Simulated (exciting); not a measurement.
# F K-edge absorption of ScF3, all-electron BSE, part 2 of 3

Wanted: the near-edge spectrum and the bound core excitons at the F K edge of ScF3.

exciting sodium; X-ray absorption, core-level Bethe-Salpeter equation, exchange and statically screened direct term, Tamm-Dancoff, all-electron LAPW+lo LDA.

So far. Step 3 (A richer basis for the empty states): Against the first ground state the total energy moves by -20 meV an atom and the gap by 0.00 eV.

## Step 4: Screening, kernels and BSE for F atom 3

The absorber has 2 Sc at 1.99 Å (bent, 149°, site symmetry 2).

input.xml reads:

```
<input>
  <title>ScF3</title>
  <structure speciespath="." autormt="false" epslat="1.0e-5">
    <crystal>
      <basevect>4.9552783461 2.8609312870 8.8875142433</basevect>
      <basevect>-4.9552783461 2.8609312870 8.8875142433</basevect>
      <basevect>0.0000000000 -5.7218625739 8.8875142433</basevect>
    </crystal>
    <species speciesfile="Sc.xml" rmt="2.115">
      <atom coord="0.0000000000 0.0000000000 0.0000000000"/>
      <atom coord="0.5000000000 0.5000000000 0.5000000000"/>
    </species>
    <species speciesfile="F.xml" rmt="1.534">
      <atom coord="0.2500000000 0.8523000000 0.6477000000"/>
      <atom coord="0.8523000000 0.6477000000 0.2500000000"/>
      <atom coord="0.6477000000 0.2500000000 0.8523000000"/>
      <atom coord="0.7500000000 0.1477000000 0.3523000000"/>
      <atom coord="0.1477000000 0.3523000000 0.7500000000"/>
      <atom coord="0.3523000000 0.7500000000 0.1477000000"/>
    </species>
  </structure>
  <groundstate do="skip" xctype="LDA_PW" ngridk="3 3 3" rgkmax="6.5" gmaxvr="14" nempty="8" swidth="0.001" maxscl="100" epsengy="1e-5"/>
  <xs xstype="BSE" ngridk="3 3 3" ngridq="3 3 3" vkloff="0.097 0.273 0.493" rgkmax="6.5" nempty="52" gqmax="3" lmaxapwwf="5" lmaxemat="2" broad="0.01654" tevout="true">
    <energywindow intv="23.568 25.185" points="439"/>
    <screening screentype="full" nempty="80"/>
    <BSE xas="true" xasspecies="2" xasatom="1" xasedge="K" bsetype="singlet" nstlxas="1 48"/>
    <qpointset>
      <qpoint>0 0 0</qpoint>
    </qpointset>
    <plan>
      <doonly task="xsgeneigvec"/>
      <doonly task="writepmatxs"/>
      <doonly task="scrgeneigvec"/>
      <doonly task="scrwritepmat"/>
      <doonly task="screen"/>
      <doonly task="scrcoulint"/>
      <doonly task="exccoulint"/>
    </plan>
  </xs>
</input>
```

input.xml for the last start (plan only) reads:

```
  <plan>
    <doonly task="bse"/>
  </plan>
```

The run is started by

```bash
> OMP_NUM_THREADS=1 mpirun -n 4 exciting
> OMP_NUM_THREADS=4 exciting
```

Numbers of over 12 decimals in the logs are rounded to 6 here.

The log of the run:

```text
| EXCITING SODIUM started for task xsgeneigvec ( 301)                          =
One-shot GS runs for BSE calculations
One-shot GS runs for k+qmt/2 grids
Info(xsgeneigvec): Generating eigenvectors for Q-point      1
Info(xsgeneigvec): Generation of eigenvectors finished
| EXCITING SODIUM started for task writepmatxs ( 320)                          =
Info(writepmatxs): Momentum matrix elements finished
| EXCITING SODIUM started for task scrgeneigvec ( 401)                         =
One-shot GS runs for BSE calculations
One-shot GS runs for k+qmt/2 grids
Info(xsgeneigvec): Generating eigenvectors for Q-point      1
Using screening GS parameters.
Info(xsgeneigvec): Generation of eigenvectors finished
| EXCITING SODIUM started for task scrwritepmat ( 420)                         =
Info(writepmatxs): Momentum matrix elements finished
Info(scrwritepmat): Momentum matrix elements for screening finished
| EXCITING SODIUM started for task screen ( 430)                               =
Info(screenlauncher): Calculating screening for unshifted q-grid.
Info(screenlauncher): Number of q points:       6
Info(screenlauncher): lowest (partially)  unoccupied state:     33
Info(screenlauncher): highest (partially) occupied state  :     32
Info(screenlauncher): number of occupied states considered:   32
Info(screenlauncher): number of unoccupied states considered:   81
Info(screenlauncher): Starting loop over q-points
Info(screenlauncher): Screening for unshifted q-grid finished
Info(screenlauncher): Screening finished
| EXCITING SODIUM started for task scrcoulint ( 440)                           =
Info(scrcoulintlauncher): Setting up screened Coulomb interaction matrix W.
Info(scrcoulintlauncher): Using momentum transfer vectors from list :   1 to  1
Info(scrcoulintlauncher): Calculating screened Coulomb interaction matrix W
Info(scrcoulintlauncher): Momentum transfer list index: iqmt=  1
Info(scrcoulintlauncher): Momentum transfer: vqmtl=   0.000   0.000   0.000
Info(scrcoulintlauncher): Calculating RR block of W
Info(scrcoulint): Inspecting occupations...
Info(setranges_modxs): Number of non-reduced k-points:       27
Info(setranges_modxs): Number of states considered:       85
Info(setranges_modxs): Number of (partially) occupied states:        2
Info(setranges_modxs): Highest (partially) occupied states:       32
Info(setranges_modxs): Number of (partially) unoccupied states:       53
Info(setranges_modxs): Lowest (partially) unoccupied states:       33
Info(scrcoulint): Selecting transitions...
Info(select_transitions): Inspecting transitions in the  band interval:
  lowest occupied state:   1
  highest occupied state:   2
  lowest unoccupied state:  33
  highest unoccupied state:  80
  Opening gap with a scissor of:      0.000/H      0.000/eV
Info(select_transitions): Number of participating transitions:    2592
Info(scrcoulint): Size of file SCCLI will be about     0.051910 GB
Info(scrcoulint): Using q-grid
Info(scrcoulint): Number of reduced q-points:      6
Info(scrcoulint): Number of non-reduced q-points:     27
Info(scrcoulint): Calculating W(G1,G2,qr) fourier coefficients
Info(scrcoulint): Calculating W matrix elements
Info(scrcoulintlauncher): Screened coulomb interaction finished for iqmt=   1
| EXCITING SODIUM started for task exccoulint ( 441)                           =
Info(exccoulintlauncher): Setting up exchange interaction matrix V.
Info(exccoulintlauncher): Using momentum transfer vectors from list :   1 to  1
Info(exccoulintlauncher):Calculating exchange interaction matrix V
Info(exccoulintlauncher): Momentum transfer list index: iqmt=  1
Info(exccoulintlauncher): Momentum transfer: vqmtl=   0.000   0.000   0.000
Info(exccoulintlauncher): Calculating RR block of V
Info(exccoulint): Inspecting occupations...
Info(setranges_modxs): Number of non-reduced k-points:       27
Info(setranges_modxs): Number of states considered:       85
Info(setranges_modxs): Number of (partially) occupied states:        2
Info(setranges_modxs): Highest (partially) occupied states:       32
Info(setranges_modxs): Number of (partially) unoccupied states:       53
Info(setranges_modxs): Lowest (partially) unoccupied states:       33
Info(exccoulint): Selecting transitions...
Info(select_transitions): Inspecting transitions in the  band interval:
  lowest occupied state:   1
  highest occupied state:   2
  lowest unoccupied state:  33
  highest unoccupied state:  80
  Opening gap with a scissor of:      0.000/H      0.000/eV
Info(select_transitions): Number of participating transitions:    2592
Info(exccoulint): Size of file EXCLI will be about     0.051910 GB
Info(exccoulint): Generating plane wave matrix elements for momentum transfer iqmt=   1
  Timing (in seconds)	   :     681.854
Info(exccoulint): Generating V matrix elements
Info(exccoulint): Zeroing Coulomb potential at G+qmt index:  1
Info(exccoulintlauncher): Exchange interaction finished for iqmt=   1
| EXCITING SODIUM started for task bse ( 445)                                  =
Info(bselauncher): Init time:    0.911817
Info(bselauncher): Setting up and diagonalizing BSE Hamiltonian.
Info(bselauncher): Using momentum transfer vectors from list :   1 to  1
Info(bselauncher): Distributing qmt-points over   1 processes.
Info(bselauncher): BSE type: singlet
Info(bselauncher): Momentum transfer list index: iqmt=  1
Info(bselauncher): Momentum transfer: vqmtl=   0.000   0.000   0.000
Info(bse): Inspecting occupations...
Info(setranges_modxs): Number of non-reduced k-points:       27
Info(setranges_modxs): Number of states considered:       85
Info(setranges_modxs): Number of (partially) occupied states:        2
Info(setranges_modxs): Highest (partially) occupied states:       32
Info(setranges_modxs): Number of (partially) unoccupied states:       53
Info(setranges_modxs): Lowest (partially) unoccupied states:       33
Info(select_transitions): Inspecting transitions in the  band interval:
  lowest occupied state:   1
  highest occupied state:   2
  lowest unoccupied state:  33
  highest unoccupied state:  80
  Opening gap with a scissor of:      0.000/H      0.000/eV
Info(select_transitions): Number of participating transitions:    2592
Info(bse): Selecting transitions...
Info(bse):bsegap (eV):   653.332308
Info(bse): Assembling BSE matrix
  RR/RA blocks of global BSE-Hamiltonian:
  Size of the Hamiltonian:    2592
  Number of k-points:      27
  Distributing matrix to   1 processes
  Local matrix shape   2592 x  2592
Info(bse): max local RAM needed for BSE matrices ~     0.100113 GB
Info(setup_bse_block): Setting up RR part of hamiltonian
Info(setup_bse_block): Singlet spin state
Info(bse): Diagonalizing RR Hamiltonian (TDA)
Info(bse): Invoking Lapack routine ZHEEVR
      2592 eigen solutions found in the interval:
         i1=       1 i2=    2592
Info(bse): Writing excition energies and oscillator strengths to text file.
Info(makespectrum_dist): Making spectrum using formula for coupling with time reversed AR basis.
Info(makespectrum_dist): Using formalism for vanishing momentum transfer.
Info(writederived): Writing quantities derived from the macroscopic dielectric function.
Info(bselauncher): Spectrum finished for iqmt=  1
Info(bselauncher): All done for BSE type singlet
```

It took 23 min on 4 MPI ranks of Intel Xeon at 2.70GHz, shared host.

Wall time by task: xsgeneigvec 24 s, writepmatxs 17 s, scrgeneigvec 23 s, scrwritepmat 16 s, screen 4.2 min, scrcoulint 5.8 min, exccoulint 12 min, bse 25 s.

The F K spectrum of F atom 3 (energy from the Kohn–Sham onset, core level to the lowest empty state found on the meshes used, 653.31 eV; the ground-state mesh sets it, and the shifted mesh has its lowest transition 0.02 eV above it; Im ε scaled to the maximum of the singlet run; cut below the end of the band set):

| E (eV) | isotropic | ε ⊥ c | ε ∥ c |
| --- | --- | --- | --- |
| -6.5 | 0.02 | 0.02 | 0.02 |
| -6.0 | 0.03 | 0.03 | 0.03 |
| -5.5 | 0.04 | 0.04 | 0.04 |
| -5.0 | 0.05 | 0.05 | 0.05 |
| -4.5 | 0.07 | 0.07 | 0.07 |
| -4.0 | 0.12 | 0.12 | 0.12 |
| -3.5 | 0.25 | 0.26 | 0.23 |
| -3.0 | 0.67 | 0.70 | 0.62 |
| -2.5 | 0.88 | 0.86 | 0.92 |
| -2.0 | 0.39 | 0.39 | 0.41 |
| -1.5 | 0.31 | 0.32 | 0.31 |
| -1.0 | 0.51 | 0.52 | 0.50 |
| -0.5 | 0.71 | 0.68 | 0.77 |
| 0.0 | 0.51 | 0.49 | 0.55 |
| 0.5 | 0.31 | 0.30 | 0.32 |
| 1.0 | 0.34 | 0.34 | 0.33 |
| 1.5 | 0.39 | 0.39 | 0.38 |
| 2.0 | 0.39 | 0.39 | 0.39 |
| 2.5 | 0.41 | 0.41 | 0.40 |
| 3.0 | 0.39 | 0.39 | 0.39 |
| 3.5 | 0.35 | 0.35 | 0.35 |
| 4.0 | 0.37 | 0.37 | 0.37 |
| 4.5 | 0.43 | 0.43 | 0.44 |
| 5.0 | 0.45 | 0.44 | 0.46 |
| 5.5 | 0.42 | 0.41 | 0.44 |
| 6.0 | 0.40 | 0.40 | 0.41 |
| 6.5 | 0.39 | 0.38 | 0.40 |
| 7.0 | 0.41 | 0.39 | 0.45 |
| 7.5 | 0.43 | 0.41 | 0.48 |
| 8.0 | 0.37 | 0.36 | 0.39 |
| 8.5 | 0.31 | 0.30 | 0.34 |
| 9.0 | 0.27 | 0.26 | 0.29 |
| 9.5 | 0.27 | 0.27 | 0.28 |
| 10.0 | 0.28 | 0.29 | 0.27 |
| 10.5 | 0.25 | 0.27 | 0.23 |
| 11.0 | 0.22 | 0.24 | 0.20 |
| 11.5 | 0.20 | 0.21 | 0.18 |
| 12.0 | 0.19 | 0.21 | 0.16 |
| 12.5 | 0.19 | 0.22 | 0.15 |
| 13.0 | 0.18 | 0.21 | 0.13 |
| 13.5 | 0.18 | 0.21 | 0.12 |
| 14.0 | 0.17 | 0.21 | 0.11 |
| 14.5 | 0.17 | 0.20 | 0.11 |
| 15.0 | 0.17 | 0.20 | 0.11 |
| 15.5 | 0.17 | 0.19 | 0.13 |
| 16.0 | 0.15 | 0.16 | 0.13 |
| 16.5 | 0.13 | 0.13 | 0.13 |
| 17.0 | 0.13 | 0.13 | 0.13 |
| 17.5 | 0.14 | 0.13 | 0.15 |
| 18.0 | 0.15 | 0.13 | 0.18 |
| 18.5 | 0.17 | 0.14 | 0.22 |
| 19.0 | 0.17 | 0.14 | 0.23 |
| 19.5 | 0.16 | 0.13 | 0.21 |
| 20.0 | 0.16 | 0.14 | 0.20 |
| 20.5 | 0.17 | 0.16 | 0.18 |
| 21.0 | 0.18 | 0.19 | 0.17 |
| 21.5 | 0.18 | 0.19 | 0.15 |
| 22.0 | 0.15 | 0.16 | 0.14 |
| 22.5 | 0.13 | 0.13 | 0.14 |

Maxima (height): -2.7 eV (1.00), -0.5 eV (0.71), 2.3 eV (0.41), 5.0 eV (0.45), 7.5 eV (0.44), 9.8 eV (0.29) and 21.2 eV (0.19); 1 lower ones aren't listed.

The Hamiltonian has 2592 rows. The lowest groups of eigenvalues and the brightest ones, on the scale above (the program counts from the shifted mesh's onset, 0.02 eV higher). Core spinors bring spin-forbidden partners, so dark means forbidden by spin or by symmetry, and the shifted mesh splits states that symmetry would keep together:

| energy (eV) | states within 10 meV | relative strength |
| --- | --- | --- |
| -2.736 | 1 | dark |
| -2.716 | 1 | 0.90 |
| -2.667 | 4 | 0.076 |
| -2.657 | 1 | dark |
| -2.640 | 1 | 1.00 |
| -2.193 | 2 | 0.0037 |
| -0.897 | 4 | 0.11 |
| -0.482 | 4 | 0.12 |
| -0.429 | 4 | 0.11 |
| 4.632 | 2 | 0.12 |
| 5.308 | 2 | 0.083 |

## Step 5: Independent particles

input.xml: that of step 4 with these lines changed.

```diff
@@ -25,3 +25,3 @@
     <screening screentype="full" nempty="80"/>
-    <BSE xas="true" xasspecies="2" xasatom="1" xasedge="K" bsetype="singlet" nstlxas="1 48"/>
+    <BSE xas="true" xasspecies="2" xasatom="1" xasedge="K" bsetype="IP" nstlxas="1 48"/>
     <qpointset>
@@ -30,9 +30,3 @@
     <plan>
-      <doonly task="xsgeneigvec"/>
-      <doonly task="writepmatxs"/>
-      <doonly task="scrgeneigvec"/>
-      <doonly task="scrwritepmat"/>
-      <doonly task="screen"/>
-      <doonly task="scrcoulint"/>
-      <doonly task="exccoulint"/>
+      <doonly task="bse"/>
     </plan>
```

The run is started by

```bash
> OMP_NUM_THREADS=4 exciting
```

The log of the run:

```text
| EXCITING SODIUM started for task bse ( 445)                                  =
Info(bselauncher): Init time:    1.217130
Info(bselauncher): Setting up and diagonalizing BSE Hamiltonian.
Info(bselauncher): Using momentum transfer vectors from list :   1 to  1
Info(bselauncher): Distributing qmt-points over   1 processes.
Info(bselauncher): BSE type: IP
Info(bselauncher): Momentum transfer list index: iqmt=  1
Info(bselauncher): Momentum transfer: vqmtl=   0.000   0.000   0.000
Info(bse): Inspecting occupations...
Info(setranges_modxs): Number of non-reduced k-points:       27
[...]
highest unoccupied state:  80
  Opening gap with a scissor of:      0.000/H      0.000/eV
Info(select_transitions): Number of participating transitions:    2592
Info(bse): Selecting transitions...
Info(bse):bsegap (eV):   653.332308
Info(bse): IP requested, nothing much to do
Info(bse): Writing excition energies and oscillator strengths to text file.
Info(makespectrum_dist): Making spectrum using formula for coupling with time reversed AR basis.
Info(makespectrum_dist): Using formalism for vanishing momentum transfer.
Info(writederived): Writing quantities derived from the macroscopic dielectric function.
Info(bselauncher): Spectrum finished for iqmt=  1
Info(bselauncher): All done for BSE type IP
```

The job ended after 3 s (4 threads).

Maxima (height): 0.8 eV (0.54), 4.0 eV (0.48), 7.2 eV (0.34), 9.8 eV (0.49) and 12.4 eV (0.44); 1 lower ones aren't listed. The spectrum differs from the singlet run by 68 % r.m.s. Moving the earlier curve by +3.6 eV leaves 33 %. The highest maximum lies at 0.8 eV (0.54), against -2.7 eV (1.00).

## Step 6: Exchange alone

input.xml: that of step 5 with these lines changed.

```diff
@@ -25,3 +25,3 @@
     <screening screentype="full" nempty="80"/>
-    <BSE xas="true" xasspecies="2" xasatom="1" xasedge="K" bsetype="IP" nstlxas="1 48"/>
+    <BSE xas="true" xasspecies="2" xasatom="1" xasedge="K" bsetype="RPA" nstlxas="1 48"/>
     <qpointset>
```

The run is started by

```bash
> OMP_NUM_THREADS=4 exciting
```

The log of the run:

```text
| EXCITING SODIUM started for task bse ( 445)                                  =
Info(bselauncher): Init time:    1.206362
Info(bselauncher): Setting up and diagonalizing BSE Hamiltonian.
Info(bselauncher): Using momentum transfer vectors from list :   1 to  1
Info(bselauncher): Distributing qmt-points over   1 processes.
Info(bselauncher): BSE type: RPA
Info(bselauncher): Momentum transfer list index: iqmt=  1
Info(bselauncher): Momentum transfer: vqmtl=   0.000   0.000   0.000
Info(bse): Inspecting occupations...
Info(setranges_modxs): Number of non-reduced k-points:       27
[...]
Info(setup_bse_block): Setting up RR part of hamiltonian
Info(setup_bse_block): Using RPA approximation
Info(bse): Diagonalizing RR Hamiltonian (TDA)
Info(bse): Invoking Lapack routine ZHEEVR
      2592 eigen solutions found in the interval:
         i1=       1 i2=    2592
Info(bse): Writing excition energies and oscillator strengths to text file.
Info(makespectrum_dist): Making spectrum using formula for coupling with time reversed AR basis.
Info(makespectrum_dist): Using formalism for vanishing momentum transfer.
Info(writederived): Writing quantities derived from the macroscopic dielectric function.
Info(bselauncher): Spectrum finished for iqmt=  1
Info(bselauncher): All done for BSE type RPA
```

The job ended after 30 s (4 threads).

Maxima (height): 0.8 eV (0.53), 4.0 eV (0.48), 7.2 eV (0.33), 9.9 eV (0.49) and 12.4 eV (0.45); 1 lower ones aren't listed. Against the independent-particle run the r.m.s. difference is 1 %.

## Step 7: Another input

In this try the input is made faulty on purpose, to show what that does.

input.xml: that of step 6 with these lines changed.

```diff
@@ -22,6 +22,6 @@
   <groundstate do="skip" xctype="LDA_PW" ngridk="3 3 3" rgkmax="6.5" gmaxvr="14" nempty="8" swidth="0.001" maxscl="100" epsengy="1e-5"/>
-  <xs xstype="BSE" ngridk="3 3 3" ngridq="3 3 3" vkloff="0.097 0.273 0.493" rgkmax="6.5" nempty="52" gqmax="3" lmaxapwwf="5" lmaxemat="2" broad="0.01654" tevout="true">
+  <xs xstype="BSE" ngridk="3 3 3" ngridq="3 3 3" vkloff="0.097 0.273 0.493" rgkmax="6.5" nempty="52" gqmax="0.6" lmaxapwwf="5" lmaxemat="2" broad="0.01654" tevout="true">
     <energywindow intv="23.568 25.185" points="439"/>
     <screening screentype="full" nempty="80"/>
-    <BSE xas="true" xasspecies="2" xasatom="1" xasedge="K" bsetype="RPA" nstlxas="1 48"/>
+    <BSE xas="true" xasspecies="2" xasatom="1" xasedge="K" bsetype="singlet" nstlxas="1 48"/>
     <qpointset>
@@ -30,3 +30,6 @@
     <plan>
-      <doonly task="bse"/>
+      <doonly task="xsgeneigvec"/>
+      <doonly task="screen"/>
+      <doonly task="scrcoulint"/>
+      <doonly task="exccoulint"/>
     </plan>
```

input.xml for the last start (plan only) reads:

```
  <plan>
    <doonly task="bse"/>
  </plan>
```

The run is started by

```bash
> OMP_NUM_THREADS=1 mpirun -n 4 exciting
> OMP_NUM_THREADS=4 exciting
```

The log of the run:

```text
| EXCITING SODIUM started for task xsgeneigvec ( 301)                          =
One-shot GS runs for BSE calculations
One-shot GS runs for k+qmt/2 grids
Info(xsgeneigvec): Generating eigenvectors for Q-point      1
Info(xsgeneigvec): Generation of eigenvectors finished
| EXCITING SODIUM started for task screen ( 430)                               =
Info(screenlauncher): Calculating screening for unshifted q-grid.
Info(screenlauncher): Number of q points:       6
Info(screenlauncher): lowest (partially)  unoccupied state:     33
[...]
Info(setup_bse_block): Setting up RR part of hamiltonian
Info(setup_bse_block): Singlet spin state
Info(bse): Diagonalizing RR Hamiltonian (TDA)
Info(bse): Invoking Lapack routine ZHEEVR
      2592 eigen solutions found in the interval:
         i1=       1 i2=    2592
Info(bse): Writing excition energies and oscillator strengths to text file.
Info(makespectrum_dist): Making spectrum using formula for coupling with time reversed AR basis.
Info(makespectrum_dist): Using formalism for vanishing momentum transfer.
Info(writederived): Writing quantities derived from the macroscopic dielectric function.
Info(bselauncher): Spectrum finished for iqmt=  1
Info(bselauncher): All done for BSE type singlet
```

Run time: 8.3 min. Hardware: 4 MPI ranks.

Wall time by task: xsgeneigvec 27 s, screen 3 min, scrcoulint 4.4 min, exccoulint 3 s, bse 20 s.

The input has a fault: the cutoff of the kernels is far too low. Against the singlet run the r.m.s. difference is 38 %. The highest maximum lies at -2.3 eV (0.71), against -2.7 eV (1.00). The first bright state moves from -2.72 to -2.35 eV. The kernels miss the short-range part of the Coulomb interaction, its components above their cutoff.

| E (eV) | first run | this run |
| --- | --- | --- |
| -6.0 | 0.03 | 0.02 |
| -5.0 | 0.05 | 0.03 |
| -4.0 | 0.12 | 0.06 |
| -3.0 | 0.67 | 0.20 |
| -2.0 | 0.39 | 0.60 |
| -1.0 | 0.51 | 0.22 |
| 0.0 | 0.51 | 0.47 |
| 1.0 | 0.34 | 0.39 |
| 2.0 | 0.39 | 0.37 |
| 3.0 | 0.39 | 0.34 |
| 4.0 | 0.37 | 0.30 |
| 5.0 | 0.45 | 0.40 |
| 6.0 | 0.40 | 0.40 |
| 7.0 | 0.41 | 0.41 |
| 8.0 | 0.37 | 0.46 |
| 9.0 | 0.27 | 0.36 |
| 10.0 | 0.28 | 0.38 |
| 11.0 | 0.22 | 0.30 |
| 12.0 | 0.19 | 0.25 |
| 13.0 | 0.18 | 0.23 |
| 14.0 | 0.17 | 0.22 |
| 15.0 | 0.17 | 0.21 |
| 16.0 | 0.15 | 0.20 |
| 17.0 | 0.13 | 0.16 |
| 18.0 | 0.15 | 0.18 |
| 19.0 | 0.17 | 0.21 |
| 20.0 | 0.16 | 0.20 |
| 21.0 | 0.18 | 0.23 |
| 22.0 | 0.15 | 0.20 |

(Part 2 of 3 ends here.)

[Banner, clock and machine lines of the logs are left out without a mark of their own.]

[Logs are printed without paths, hosts, clocks, repeated set-up lines and the standing remarks that a program may print on its own settings, such as how far it seeks lower states.]

[Hosts, paths, dates, database ids (printed as entryN), source tags and the programs' standing remarks are cut or masked in the printed files.]
